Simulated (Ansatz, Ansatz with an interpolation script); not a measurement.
# G0W0 band structure of La2O3 (P-3m1), part 2 of 2

Aim: the G0W0 bands of La2O3 (P-3m1) along the symmetry lines, with the gap off the mesh.

Ansatz 0.2.0; LDA, Wannier functions and G0W0, plane waves, PAW. Known limits of the many-body steps: not at the basis limit; f levels unsure; no spin-orbit coupling.

So far. Step 2 (LDA bands): The gap is indirect, with the least direct gap 0.09 eV higher. Step 3 (Wannier functions (La:4f O:2p) on 12×12×8): Near the gap the model misses directly solved bands by 0.8 meV r.m.s. and by 9 meV at most in the window tested. This tests the starting bands, not the corrections carried with them.

### Step 4. G0W0 at every point of the mesh: 6×6×4 mesh, 375 empty bands, screening to 160 eV, PAW set soft_1 files

Now the one-shot GW correction: screening in the RPA, then the self-energy of the levels asked for.

This step: G0W0 on LDA, plane waves, PAW; PAW set soft_1.

File input.yaml:

```yaml
crystal:
  lattice:
    - [3.93077788, 0.0, 0.0]
    - [-1.96538894, 3.4041535, 0.0]
    - [0.0, 0.0, 6.11195352]
  atoms:
    - { symbol: La, position: [0.66666667, 0.33333333, 0.75376432] }
    - { symbol: La, position: [0.33333333, 0.66666667, 0.24623568] }
    - { symbol: O, position: [0.66666667, 0.33333333, 0.35410935] }
    - { symbol: O, position: [0.33333333, 0.66666667, 0.64589065] }
    - { symbol: O, position: [0.0, 0.0, 0.0] }
kpoints:
  mp_grid: { grid: [6, 6, 4] }
hamiltonian:
  xc: lda
  pseudopotentials: { kind: paw, azcp: { folder: soft_1 }, xc_functional: pbe }
scf:
  occupations: { method: fixed }
gw:
  n_empty_bands: 375
  ecut_chi: 160.0
  qp_bands: [v9, c11]
  screening: { model: contour_deformation }
```

Launch:

```console
$ ansatz run input.yaml --threads 3 --pin off --max-ram 92160MiB --backend cuda --events-out ev --progress --plain --runs-dir out --devices 1 --max-vram 13GiB
```

Numbers of over 12 decimals in the logs are rounded to 6 here.

The log of the run:

```text
GPUs: using 1 of 1 available (devices: 1).
[...]
GPU FFT provider: cuFFT
GPU libraries: cuBLAS 13.8.2, cuFFT 12.4.0, cuSOLVER 12.3.4
Crystal: 5 atoms, lattice volume = 81.784 Å³
Basis set: ecut = 420 eV, 1641 PW (Γ)
Bands: 25, of which v1, the nominal top of the filled ones, is band 20 counted from 1 (19 counted from 0)
Symmetry: 12 space group operations
[...]
k-points: 24 of 144
[...]
GPU buffer pool allocated for 32805 grid points (all kernels)
[...]
SCF iter   1: F=—  HF=-13829.049965 eV  |F-HF|=—  |Δ(HF+E_count)|=         —  Δρ=7.46e-2  dr2=4.25e0  ethr=3.10e-3  ⟨swp⟩=4.1  Hψ=2511  notcnv=0  defer=26
[...]
SCF iter   9: F=-13828.230927 eV  HF=-13828.230927 eV  |F-HF|=1.16e-8  |Δ(HF+E_count)|=  7.91e-10  Δρ=5.20e-6  dr2=3.23e-8  ethr=2.50e-10  ⟨swp⟩=13.8  Hψ=3630  notcnv=0
SCF 1 converged in 9 iterations: F = -13828.230927 eV  dr2 = 3.23e-8
[...]
G₀W₀ screening: q 1/24
[... further progress lines ...]
SCF converged after 9 iterations
Free energy (F): -13828.230927 eV
[...]
Internal energy: -13828.230927 eV  (E = F + TS)
E sigma→0 (E₀):  -13828.230927 eV
Fermi energy:    9.250746 eV
[...]
--- Band table (eV; the first three rows and the last of 24) ---
  k-point 0: bands = [... 16 lower, 7.5462, 8.8575, 8.8575, 9.1279, 13.3818, 13.7577, 13.7577, 14.2845, ... 1 higher]
  k-point 1: bands = [... 16 lower, 7.9271, 8.8176, 8.9040, 8.9040, 13.5497, 13.8234, 13.8234, 14.3232, ... 1 higher]
  k-point 2: bands = [... 16 lower, 8.2229, 8.4239, 8.9572, 8.9572, 13.8058, 13.8833, 13.8833, 14.1017, ... 1 higher]
  k-point 23: bands = [... 16 lower, 8.6652, 8.9704, 8.9704, 9.0453, 13.3756, 14.0019, 14.0711, 14.0711, ... 1 higher]
--- G₀W₀: contour deformation, 6 samples at zero and on the imaginary axis and 3 off it, 144 q-points, 375 empty bands' worth ---
  eigenvalues of the whole cell's RPA ε∞ on this k-mesh (on a slab, of 1 + 4πα/V) = 4.6237, 4.7119, 4.7119; static W/v taken at q = 0 is 0.213415
  bands read: the sum over 395 bands ends inside a degenerate multiplet in 2 slots, whose members it reads at an even weight; the widest, k=0: bands 395 to 396 (counted from 1) at 1/2 each
  `?` marks the rows in doubt; gw_qp.tsv's column doubts and the gw_qp event give each row's grounds
    ik  band        ε_KS         Σx   Σc(E_QP)       V_xc       Z   E_QP_lin       E_QP  E_QP is
     0    12      6.8486   -23.0982     4.6500   -17.8186  0.7175     6.2094     6.2190  root
     0    13      6.8486   -23.0982     4.6500   -17.8186  0.7175     6.2094     6.2190  root
     0    14      7.0497   -23.7931     4.5251   -18.6556  0.7270     6.4293     6.4373  root
     0    15      7.0497   -23.7931     4.5251   -18.6556  0.7270     6.4293     6.4373  root
     0    16      7.1699   -23.8026     4.3684   -18.8526  0.7300     6.5816     6.5883  root
     0    17      7.5462   -23.0232     4.4060   -18.0578  0.7249     6.9805     6.9869  root
     0    18      8.8575   -24.3510     4.0825   -19.8300  0.7369     8.4160     8.4189  root
     0    19      8.8575   -24.3510     4.0825   -19.8300  0.7369     8.4160     8.4189  root
     0    20      9.1279   -24.8252     4.0666   -20.3597  0.7400     8.7268     8.7290  root
     0    21     13.3818   -10.9060    -6.2412   -19.3938  0.7874    15.7185    15.6284  root
     0    22     13.7577   -11.7291    -6.4869   -20.4551  0.7783    16.0928    15.9969  root
     0    23     13.7577   -11.7291    -6.4869   -20.4551  0.7783    16.0928    15.9969  root
     0    24     14.2845   -10.8809    -5.8136   -18.5443  0.7865    16.1939    16.1344  root
     0    25     14.5063   -19.8243   -10.1805   -33.7412  0.7156    18.9185    18.2428  root ?
     0    26     14.5063   -19.8243   -10.1805   -33.7412  0.7156    18.9185    18.2428  root ?
     0    27     14.5177   -19.2324    -9.7644   -32.5651  0.7149    18.6776    18.0858  root ?
     0    28     14.6995   -18.6300    -9.2158   -31.3120  0.7264    18.6782    18.1658  root ?
     0    29     14.7580   -20.8549   -10.9031   -35.5355  0.7013    19.3601    18.5356  root ?
     0    30     14.7580   -20.8549   -10.9031   -35.5355  0.7013    19.3601    18.5356  root ?
     0    31     14.7593   -20.9251   -10.9016   -35.6492  0.7031    19.4041    18.5819  root ?
     1    12      6.6343   -23.1770     4.7185   -17.8217  0.7141     5.9869     5.9976  root
[...]
1    21     13.5497   -12.5980    -6.9143   -22.1353  0.7731    16.3228    16.1727  root ?
     1    22     13.8234   -13.0453    -7.0203   -22.6331  0.7677    16.5376    16.3908  root ?
     1    23     13.8234   -13.0453    -7.0203   -22.6331  0.7677    16.5376    16.3908  root ?
     1    24     14.3232   -18.5256    -9.4823   -31.5875  0.7252    18.4344    17.9028  root ?
     1    25     14.4807   -14.2266    -7.4123   -24.3459  0.7536    17.3939    17.1877  root ?
     1    26     14.5112   -19.7794   -10.1404   -33.6407  0.7156    18.8998    18.2322  root ?
     1    27     14.5112   -19.7794   -10.1404   -33.6407  0.7156    18.8998    18.2322  root ?
[...]
23    17      8.6652   -23.4758     4.0270   -18.8685  0.7426     8.0796     8.0849  root
    23    18      8.9704   -24.8375     4.1507   -20.2223  0.7375     8.5027     8.5059  root
    23    19      8.9704   -24.8375     4.1507   -20.2223  0.7375     8.5027     8.5059  root
    23    20      9.0453   -25.4653     4.0599   -20.9621  0.7475     8.5993     8.6020  root
    23    21     13.3756   -11.5146    -5.5798   -19.0673  0.7868    15.4084    15.3485  root
[...]
23    27     14.5156   -20.2411   -10.3843   -34.4024  0.7121    19.0188    18.2926  root ?
    23    28     14.5540   -20.2287   -10.5147   -34.4994  0.7090    19.0560    18.3099  root ?
    23    29     14.5540   -20.2287   -10.5147   -34.4994  0.7090    19.0560    18.3099  root ?
    23    30     14.6043   -20.4103   -10.5757   -34.7563  0.7081    19.1343    18.3745  root ?
    23    31     14.7539   -20.6646   -10.6307   -35.0383  0.7042    19.2689    18.4970  root ?
```

Elapsed: 68 s, on 1 × NVIDIA H100 80GB HBM3 (shared by 6 runs) with 3 threads of AMD EPYC 7R13 (Zen 3), shared host; peak memory 1.8 GiB.

Numbers from this step:

* bands summed: 395
* RPA ε∞ on this mesh (eigenvalues): 4.624, 4.712, 4.712
* plane waves in the screening matrix: 391
* q-points in the mesh: 144
* G0W0 gap on the mesh: 5.470 eV
* k of the valence top: 0, -0.5, -0.5
* k of the conduction bottom: 0.3333, 0.3333, 0
* starting gap on the mesh: 3.735 eV
* Z at the valence top: 0.7394
* Z at the conduction bottom: 0.8057
* least direct G0W0 gap on the computed points: 5.565 eV

The gap on the mesh goes from 3.73 eV to 5.47 eV, a correction of +1.74 eV. Between the two edge states, bare exchange in place of the xc potential would open the gap by 10.55 eV, and correlation takes back 8.82 eV.

### Step 5. Interpolating the corrections

A script adds the corrections, carried to the Wannier functions and back, to the LDA levels, along the path and on a 26×26×9 mesh.

* G0W0 gap over the zone: 5.456 eV
* conduction bottom at: K
* starting gap over the zone: 3.735 eV
* least direct G0W0 gap: 5.565 eV
* G0W0 gap on the mesh: 5.470 eV
* valence width, start: 3.052 eV
* valence width, G0W0: 3.257 eV
* gap by a rigid shift: 5.470 eV

Levels solved directly plus the interpolated quasiparticle correction. Limits: finite bands, cutoff and mesh; f levels unsure; no spin-orbit coupling. The quasiparticle bands at the labelled points (eV, zero at the valence-band top of each set):

```
    point  band 17  band 18  band 19  band 20  band 21  band 22  band 23  band 24
        Γ    -1.82    -0.39    -0.39    -0.08     6.82     7.19     7.19     7.33
  halfway    -1.09    -0.94    -0.40    -0.24     6.55     7.80     8.23     8.30
        M    -0.74    -0.66    -0.45    -0.28     5.85     8.21     8.38     8.41
  halfway    -0.91    -0.75    -0.52    -0.33     5.82     7.72     8.32     8.40
        K    -0.94    -0.92    -0.92    -0.10     5.46     7.92     7.92     8.32
  halfway    -0.98    -0.90    -0.60    -0.18     6.36     7.54     8.29     8.33
        Γ    -1.82    -0.39    -0.39    -0.08     6.82     7.19     7.19     7.33
  halfway    -1.40    -0.43    -0.33    -0.33     7.36     7.58     7.58     8.31
        A    -1.06    -0.88    -0.27    -0.27     7.95     7.95     8.24     8.32
  halfway    -1.38    -0.60    -0.30    -0.12     7.39     7.94     8.34     8.41
        L    -1.00    -0.83    -0.37    -0.01     7.32     7.53     8.36     8.39
  halfway    -0.94    -0.69    -0.16    -0.07     7.05     7.45     8.24     8.52
        H    -0.72    -0.30    -0.30    -0.21     6.54     7.78     8.30     8.30
  halfway    -1.15    -0.65    -0.25    -0.11     7.56     7.68     8.32     8.38
        A    -1.06    -0.88    -0.27    -0.27     7.95     7.95     8.24     8.32
jump to L    -1.00    -0.83    -0.37    -0.01     7.32     7.53     8.36     8.39
  halfway    -0.92    -0.62    -0.40    -0.20     6.39     8.07     8.37     8.40
        M    -0.74    -0.66    -0.45    -0.28     5.85     8.21     8.38     8.41
jump to H    -0.72    -0.30    -0.30    -0.21     6.54     7.78     8.30     8.30
  halfway    -0.84    -0.54    -0.54    -0.15     5.84     8.31     8.31     8.37
        K    -0.94    -0.92    -0.92    -0.10     5.46     7.92     7.92     8.32
```

The same for LDA:

```
point  band 17  band 18  band 19  band 20  band 21  band 22  band 23  band 24
    Γ    -1.70    -0.39    -0.39    -0.12     4.13     4.51     4.51     5.03
    M    -0.73    -0.64    -0.42    -0.30     3.75     4.59     5.05     5.10
    K    -0.84    -0.84    -0.81    -0.09     3.73     4.64     4.64     4.88
    Γ    -1.70    -0.39    -0.39    -0.12     4.13     4.51     4.51     5.03
    A    -1.03    -0.83    -0.29    -0.29     4.55     4.63     4.63     4.85
    L    -0.96    -0.73    -0.36     0.00     4.30     4.49     4.94     5.09
    H    -0.59    -0.28    -0.28    -0.21     4.12     4.75     4.82     4.82
    A    -1.03    -0.83    -0.29    -0.29     4.55     4.63     4.63     4.85
    L    -0.96    -0.73    -0.36     0.00     4.30     4.49     4.94     5.09
    M    -0.73    -0.64    -0.42    -0.30     3.75     4.59     5.05     5.10
    H    -0.59    -0.28    -0.28    -0.21     4.12     4.75     4.82     4.82
    K    -0.84    -0.84    -0.81    -0.09     3.73     4.64     4.64     4.88
```

Minima of the lowest conduction band, from levels solved directly at the displaced points, plus the interpolated correction; masses are left empty at degenerate points, on flat bands and where the interpolated correction rules the curvature; G0W0 masses are rough. Conduction valleys, by row:

```
point  k (reciprocal lattice)  valleys in the zone  G0W0 level above the valence top (eV)  LDA level above the valence top (eV)  G0W0 principal masses (m_e)  LDA principal masses (m_e)
    K       0.333 0.333 0.000                    2                                  5.456                                 3.735                            -           1.377 1.404 1.404
    M      -0.500 0.000 0.000                    3                                  5.845                                 3.747                            -           0.701 2.593 3.933
```

Second differences of levels solved directly at the displaced points, plus the interpolated correction, at the quasiparticle band edges; no spin-orbit coupling; left empty where the band is flat or the interpolated correction rules the curvature. Effective masses, by row:

```
carrier              point  Cartesian direction  band  LDA mass (m_e)  G0W0 mass (m_e)
   hole  0.492 0.254 0.500                  100    20           1.295             1.22
   hole  0.492 0.254 0.500                  010    20           6.937             6.47
   hole  0.492 0.254 0.500                  001    20           1.361            1.493
   hole  0.492 0.254 0.500                  110    20           1.931             1.83
   hole  0.492 0.254 0.500                  111    20           2.173            2.235
```

Corrections by starting level (eV, on the run's own energy scale, so only their differences matter):

```
start  correction
-3.05       −0.64
-2.50       −0.62
-2.29       −0.60
-2.08       −0.58
-1.95       −0.60
-1.72       −0.56
-1.54       −0.52
-1.34       −0.50
-1.11       −0.51
-0.84       −0.52
-0.59       −0.50
-0.46       −0.44
-0.34       −0.44
-0.20       −0.44
-0.07       −0.45
 3.73       +1.29
 4.51       +2.24
```

### Step 6. LDA+SOC bands, for comparison

Spin-orbit coupling can split or shift the edges; a non-collinear run measures by how much.

This step: DFT, LDA with spin-orbit coupling, plane waves, PAW; PAW set soft_1.

File input.yaml:

```yaml
crystal:
  lattice:
    - [3.93077788, 0.0, 0.0]
    - [-1.96538894, 3.4041535, 0.0]
    - [0.0, 0.0, 6.11195352]
  atoms:
    - { symbol: La, position: [0.66666667, 0.33333333, 0.75376432] }
    - { symbol: La, position: [0.33333333, 0.66666667, 0.24623568] }
    - { symbol: O, position: [0.66666667, 0.33333333, 0.35410935] }
    - { symbol: O, position: [0.33333333, 0.66666667, 0.64589065] }
    - { symbol: O, position: [0.0, 0.0, 0.0] }
kpoints:
  mp_grid: { grid: [6, 6, 4] }
  band_path:
    path:
      - [[0.0, 0.0, 0.0], [0.5, 0.0, 0.0], [0.33333333, 0.33333333, 0.0], [0.0, 0.0, 0.0], [0.0, 0.0, 0.5], [0.5, 0.0, 0.5], [0.33333333, 0.33333333, 0.5], [0.0, 0.0, 0.5]]
      - [[0.5, 0.0, 0.5], [0.5, 0.0, 0.0]]
      - [[0.33333333, 0.33333333, 0.5], [0.33333333, 0.33333333, 0.0]]
    npoints: 10
hamiltonian:
  xc: lda
  pseudopotentials: { kind: paw_fr, azcp: { folder: soft_1 }, xc_functional: pbe }
scf:
  occupations: { method: fermi_dirac, width: 0.02 }
  n_extra_bands: 10
magnetization:
  noncollinear: true
  spin_orbit: true
output:
  eigenvalues: true
```

The log of the run:

```text
[...]
GPUs: using 1 of 1 available (devices: 1).
[...]
non-collinear run that drives no moment, with spin-orbit: no starting moment large enough to seed its density (crystal.atoms[].spin), no starting occupations that ask for one, no magnetisation constraint and no magnetic field, so the semilocal B_xc is pinned to zero
[...]
GPU FFT provider: cuFFT
GPU libraries: cuBLAS 13.8.2, cuFFT 12.4.0, cuSOLVER 12.3.4
Crystal: 5 atoms, lattice volume = 81.784 Å³
Basis set: ecut = 420 eV, 1641 PW (Γ)
Bands: 50, of which v1, the nominal top of the filled ones, is band 40 counted from 1 (39 counted from 0)
Symmetry: 12 space group operations + 12 with time reversal
[...]
k-points: 24 of 144
Projection manifold: j_resolved (fully-relativistic pseudo-atomic orbitals)
[...]
GPU buffer pool allocated for 32805 grid points (all kernels)
[...]
SCF iter   1: F=—  HF=-13839.242300 eV  |F-HF|=—  |Δ(HF+E_count)|=         —  Δρ=7.30e-2  dr2=4.03e0  dr2_m=0.00e0 (ungated)  ethr=3.10e-3  |M|=0.00e0 ∫|m|=0.00e0 μB  |m|>n=0.0e0 m-floor=0.0e0 τ_xc=0.0e0  β_m=0.30  ⟨swp⟩=4.9  Hψ=3119  notcnv=0
[...]
spin=Noncollinear: Resta preconditioning applied to the charge; magnetization (m_x, m_y, m_z) channels mix plain (no charge-response kernel on spin).
SCF iter   2: F=—  HF=-13838.578736 eV  |F-HF|=—  |Δ(HF+E_count)|=   6.64e-1  Δρ=2.77e-2  dr2=7.74e-1  dr2_m=0.00e0 (ungated)  ethr=3.10e-3  |M|=0.00e0 ∫|m|=0.00e0 μB  |m|>n=0.0e0 m-floor=0.0e0 τ_xc=0.0e0  β_m=0.36  ⟨swp⟩=5.3  Hψ=1425  notcnv=0  defer=96
[...]
SCF iter   9: F=-13838.464622 eV  HF=-13838.464622 eV  |F-HF|=2.83e-8  |Δ(HF+E_count)|=   1.75e-8  Δρ=8.25e-6  dr2=4.67e-8  dr2_m=0.00e0 (ungated)  ethr=2.50e-10  |M|=0.00e0 ∫|m|=0.00e0 μB  |m|>n=0.0e0 m-floor=0.0e0 τ_xc=0.0e0  ⟨swp⟩=19.0  Hψ=3655  notcnv=0
SCF 1 converged in 9 iterations: F = -13838.464622 eV  dr2 = 4.67e-8
[...]
SCF converged after 9 iterations
Magnetization: |M| = 0.0000 μB,  M = (+0.0000, +0.0000, +0.0000) μB
Absolute magnetization: 0.0000 μB (∫|m|)
  site 0: m = (+0.0000, +0.0000, +0.0000) μB, |m| = 0.0000 μB  (R = 0.97 Å)
  site 1: m = (+0.0000, +0.0000, +0.0000) μB, |m| = 0.0000 μB  (R = 0.97 Å)
  site 2: m = (+0.0000, +0.0000, +0.0000) μB, |m| = 0.0000 μB  (R = 0.97 Å)
  site 3: m = (+0.0000, +0.0000, +0.0000) μB, |m| = 0.0000 μB  (R = 0.97 Å)
  site 4: m = (+0.0000, +0.0000, +0.0000) μB, |m| = 0.0000 μB  (R = 1.12 Å)
Free energy (F): -13838.464622 eV
[...]
Internal energy: -13838.464622 eV  (E = F + TS)
E sigma→0 (E₀):  -13838.464622 eV
Fermi energy:    11.116903 eV
[...]
--- Band table (eV; the first three rows and the last of 24) ---
  k-point 0: bands = [... 36 lower, 8.8718, 8.8718, 9.1121, 9.1121, 13.3712, 13.3712, 13.7301, 13.7301, ... 6 higher]
  k-point 1: bands = [... 36 lower, 8.8556, 8.8556, 8.9286, 8.9286, 13.5410, 13.5410, 13.8031, 13.8031, ... 6 higher]
  k-point 2: bands = [... 36 lower, 8.8829, 8.8829, 8.9921, 8.9921, 13.7993, 13.7993, 13.8703, 13.8703, ... 6 higher]
  k-point 23: bands = [... 36 lower, 8.9560, 8.9560, 9.0748, 9.0748, 13.3612, 13.3612, 13.9825, 13.9825, ... 6 higher]
```

The job ended after 11 s (1 × NVIDIA H100 80GB HBM3 (shared by 6 runs) with 3 threads; peak memory 1.2 GiB).

Numbers from this step:

| Quantity | Value |
| --- | --- |
| filled bands | 40 |
| gap | 3.717 eV |
| valence top at | L |
| conduction bottom at | K |
| least direct gap | 3.812 eV |

The gap stands −0.02 eV against LDA.

The electronic bands at the labelled points (eV, zero at the top of the highest nominally filled band):

```
    point  band 37  band 38  band 39  band 40  band 41  band 42  band 43  band 44
        Γ    -0.38    -0.38    -0.14    -0.14     4.12     4.12     4.48     4.48
  halfway    -0.41    -0.41    -0.25    -0.25     4.08     4.08     4.56     4.56
        M    -0.43    -0.43    -0.28    -0.28     3.73     3.73     4.58     4.58
  halfway    -0.49    -0.49    -0.31    -0.31     3.78     3.78     4.51     4.51
        K    -0.83    -0.83    -0.10    -0.10     3.72     3.72     4.63     4.63
  halfway    -0.58    -0.58    -0.20    -0.20     4.06     4.06     4.48     4.48
        Γ    -0.38    -0.38    -0.14    -0.14     4.12     4.12     4.48     4.48
  halfway    -0.39    -0.39    -0.32    -0.32     4.29     4.29     4.55     4.55
        A    -0.37    -0.37    -0.26    -0.26     4.55     4.55     4.62     4.62
  halfway    -0.34    -0.34    -0.13    -0.13     4.32     4.32     4.70     4.70
        L    -0.37    -0.37     0.00     0.00     4.29     4.29     4.48     4.48
  halfway    -0.18    -0.18    -0.06    -0.06     4.30     4.30     4.44     4.44
        H    -0.29    -0.29    -0.18    -0.18     4.11     4.11     4.73     4.73
  halfway    -0.29    -0.29    -0.11    -0.11     4.40     4.40     4.59     4.59
        A    -0.37    -0.37    -0.26    -0.26     4.55     4.55     4.62     4.62
jump to L    -0.37    -0.37     0.00     0.00     4.29     4.29     4.48     4.48
  halfway    -0.40    -0.40    -0.19    -0.19     3.97     3.97     4.58     4.58
        M    -0.43    -0.43    -0.28    -0.28     3.73     3.73     4.58     4.58
jump to H    -0.29    -0.29    -0.18    -0.18     4.11     4.11     4.73     4.73
  halfway    -0.50    -0.50    -0.13    -0.13     3.88     3.88     4.73     4.73
        K    -0.83    -0.83    -0.10    -0.10     3.72     3.72     4.63     4.63
```

### Step 7. What came out

- LDA gap: 3.73 eV
- G0W0 gap over the zone: 5.46 eV, indirect
- least direct G0W0 gap, in the model: 5.57 eV
- with the spin-orbit change: 5.44 eV
- GW settings: 6×6×4 mesh, 375 empty bands, screening to 160 eV, PAW set soft_1 files
- known limits: not at the basis limit; f levels unsure; no spin-orbit coupling

The Wannier model follows the LDA bands to under 1 meV r.m.s. near the gap. The G0W0 gap over the zone is 5.46 eV, indirect, from k = (0.492, 0.254, 0.500) to K; on the mesh alone it is 5.47 eV, and a rigid shift of the LDA bands would give 5.47 eV. The valence width in the model goes from 3.05 eV to 3.26 eV. LDA+SOC gives a gap of 3.72 eV on the same path, a spin-orbit change of −0.02 eV that would bring the G0W0 gap to 5.44 eV. Bands and cutoff are finite, so the gap is not at the basis limit. The miss can reach some tenths of an eV and take either sign; the mesh is an error of its own. Above the frozen window of the model the interpolated levels need not meet the computed ones, even at points of the mesh. Empty 4f levels lie among the conduction bands. Their place in the start is unsure; it enters the screening, and the edge itself where they lie low.

[Paths, hosts, dates, memory and timing lines, banners, echoed tables and standing remarks are left out of the program output.]

[Logs are printed without paths, hosts, clocks, repeated set-up lines and the standing remarks that a program may print on its own settings, such as how far it seeks lower states.]

[Runs of the session that timed out or met a known fault of the program may be left out.]

[Hosts, paths, dates, database ids (printed as entryN), source tags and the programs' standing remarks are cut or masked in the printed files.]
